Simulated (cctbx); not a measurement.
**Finding the light atoms**

Cell a = 9.3500 Å, b = 9.3500 Å, c = 9.3500 Å, α = 90.00°, β = 90.00°, γ = 90.00°; space group Fm-3m (no. 225); content Sn4 Cl24 Li8. The heavier atoms are placed; Li is still missing.

The data are simulated with cctbx, not measured: Cu Kα, λ = 1.54184 Å, to d = 0.83 Å, 70 % of the full sphere, strongest reflection 40000 counts, noise from counting, a 3 % proportional error and a noise floor of 2 counts (s.d.); no absorption.

Refinement without Li (map in e/Å³):

```text
Rint 0.027, 58 unique reflections to 0.84 A
cycle     R1     wR2    GooF  max shift (A)
   1  0.1141  0.2726  29.203   0.03172
   2  0.0410  0.1100  11.784   0.00002
final R1 0.0410 wR2 0.1100 GooF 11.784  parameters 3  data/parameter 19.3
atom        x        y        z      Ueq    occ   su(xyz)  su(Uiso or U11)
Sn1    0.00000  0.00000  0.00000   0.0051  1.000  0.00000  0.0010
Cl1    0.00000  0.00000  0.76010   0.0103  1.000  0.00037  0.0012
difference map: max 7.04 min -1.05 rms 0.28
Q1    0.2500  0.2500  0.2500    8    7.04  3.31 A from Cl1
Q2    0.0000  0.0000  0.2499   24    0.62  0.09 A from Cl1
Q3    0.1580  0.1580  0.2641   96    0.22  2.10 A from Cl1
Q4    0.1350  0.2038  0.2038   96    0.21  2.31 A from Cl1
Q5    0.0000  0.0769  0.1536   96    0.13  1.08 A from Cl1
Q6    0.0369  0.2500  0.2500   48    0.13  2.36 A from Cl1
Q7    0.1134  0.1134  0.1134   32    0.12  1.84 A from Sn1
Q8    0.1065  0.1065  0.3935   32    0.11  2.01 A from Cl1
```

Simulated single-crystal data (cctbx): neutrons of λ = 0.95 Å, to d = 0.8 Å, 70 % of the full sphere, strongest reflection 5000 counts, noise from counting, a 3 % proportional error and a noise floor of 2 counts (s.d.); no absorption.

Refinement without Li (map in fm/Å³; only maxima are listed):

```text
Rint 0.036, 66 unique reflections to 0.80 A
cycle     R1     wR2    GooF  max shift (A)
   1  0.1337  0.2806  19.675   0.00092
   2  0.1026  0.2247  15.754   0.00000
final R1 0.1026 wR2 0.2247 GooF 15.754  parameters 3  data/parameter 22.0
atom        x        y        z      Ueq    occ   su(xyz)  su(Uiso or U11)
Sn1    0.00000  0.00000  0.00000   0.0070  1.000  0.00000  0.0029
Cl1    0.00000  0.00000  0.75950   0.0085  1.000  0.00036  0.0020
difference map: max 1.10 min -12.51 rms 0.46
Q1    0.1657  0.2500  0.2500   48    1.10  2.81 A from Cl1
Q2    0.2083  0.2083  0.2917   32    0.95  2.80 A from Cl1
Q3    0.2083  0.2083  0.2083   32    0.90  2.77 A from Cl1
Q4    0.0903  0.1789  0.2493  192    0.45  1.88 A from Cl1
Q5    0.0000  0.2017  0.2017   48    0.40  1.92 A from Cl1
Q6    0.0000  0.2029  0.2971   48    0.34  1.97 A from Cl1
Q7    0.0533  0.1392  0.3608   96    0.33  1.79 A from Cl1
Q8    0.0000  0.0468  0.1785   96    0.33  0.73 A from Cl1
```

**Question.** Where is Li, and which data fix it better?

Li sits at (1/4, 1/4, 3/4). Adding it takes R1 from 0.041 to 0.004 with X-rays and from 0.103 to 0.006 with neutrons. Symmetry fixes its coordinates; the s.u. of its U is 0.0007 Å² with X-rays and 0.0004 Å² with neutrons. In the X-ray map Q1 marks it. No listed neutron peak is on it. Natural Li has a negative scattering length, so it shows as a hole in the neutron map (minimum -12.5), not among the maxima.

Final neutron refinement:

```text
Rint 0.036, 66 unique reflections to 0.80 A
cycle     R1     wR2    GooF  max shift (A)
   1  0.0862  0.1821  12.874   0.00277
   2  0.0062  0.0139   0.985   0.00000
final R1 0.0062 wR2 0.0139 GooF 0.985  parameters 4  data/parameter 16.5
atom        x        y        z      Ueq    occ   su(xyz)  su(Uiso or U11)
Sn1    0.00000  0.00000  0.00000   0.0054  1.000  0.00000  0.0002
Cl1    0.00000  0.00000  0.75990   0.0092  1.000  0.00002  0.0001
Li1    0.25000  0.25000  0.75000   0.0096  1.000  0.00000  0.0004
difference map: max 0.13 min -0.09 rms 0.03
Q1    0.0000  0.0000  0.0843   24    0.13  0.79 A from Sn1
Q2    0.0560  0.0560  0.3564   96    0.08  1.32 A from Cl1
Q3    0.1006  0.1006  0.1870   96    0.07  1.42 A from Cl1
Q4    0.0000  0.0000  0.1790   24    0.07  0.57 A from Cl1
Q5    0.2014  0.2014  0.2986   32    0.06  0.79 A from Li1
Q6    0.1463  0.2500  0.2500   48    0.06  0.97 A from Li1
```

This is a model crystal, built by substitution and not relaxed, with assumed displacement parameters.

[Middle refinement cycles are left out of these outputs.]

[Logs are printed without paths, hosts, clocks, repeated set-up lines and the standing remarks that a program may print on its own settings, such as how far it seeks lower states.]
